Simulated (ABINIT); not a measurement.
An input for ABINIT 10.8.3 (BaLiF3 (Pm-3m)):

```
acell 3*1.0 Angstrom
rprim 
  3.988581640000 0.000000000000 0.000000000000
  0.000000000000 3.988581640000 0.000000000000
  0.000000000000 0.000000000000 3.988581640000
ntypat 3
znucl 56 3 9
natom 5
typat 1 2 3 3 3
xred 
  0.000000000000 0.000000000000 0.000000000000
  0.500000000000 0.500000000000 0.500000000000
  0.000000000000 0.500000000000 0.500000000000
  0.500000000000 0.500000000000 0.000000000000
  0.500000000000 0.000000000000 0.500000000000
pp_dirpath "pseudos"
pseudos "Ba.upf, Li.upf, F.upf"
ecut 29
ngkpt 6 6 6
nshiftk 1
shiftk 0 0 0
kptopt 1
chksymbreak 0
nband 23
occopt 1
tolvrs 1e-10
nstep 60
prtwf 0
optforces 0
optstress 0
indata_prefix "in"
outdata_prefix "out"
tmpdata_prefix "tmp"
```

```sh
OMP_NUM_THREADS=1 mpirun -n 4 abinit run.abi > log
```

Q: Estimate wall time and host memory on 4 MPI ranks of Arm Neoverse V1, shared host.

It took 15 s; on shared hardware allow 7.5 s to 30 s. Peak host memory was 0.3 GiB.

[Paths, hosts, dates, memory and timing lines, banners, echoed tables and standing remarks are left out of the program output.]

[Logs are printed without paths, hosts, clocks, repeated set-up lines and the standing remarks that a program may print on its own settings, such as how far it seeks lower states.]

[Runs of the session that timed out or met a known fault of the program may be left out.]

[Hosts, paths, dates, database ids (printed as entryN), source tags and the programs' standing remarks are cut or masked in the printed files.]

[G0W0 gaps are taken among the corrected bands and points alone; a level outside them can change the order at an edge.]

[Where Ansatz stands beside ABINIT at settings called matched, ABINIT's density can come from a denser mesh and the files from another edition; pairs whose starting gaps differed by over 0.03 eV were left out, so agreement reads better than it is.]
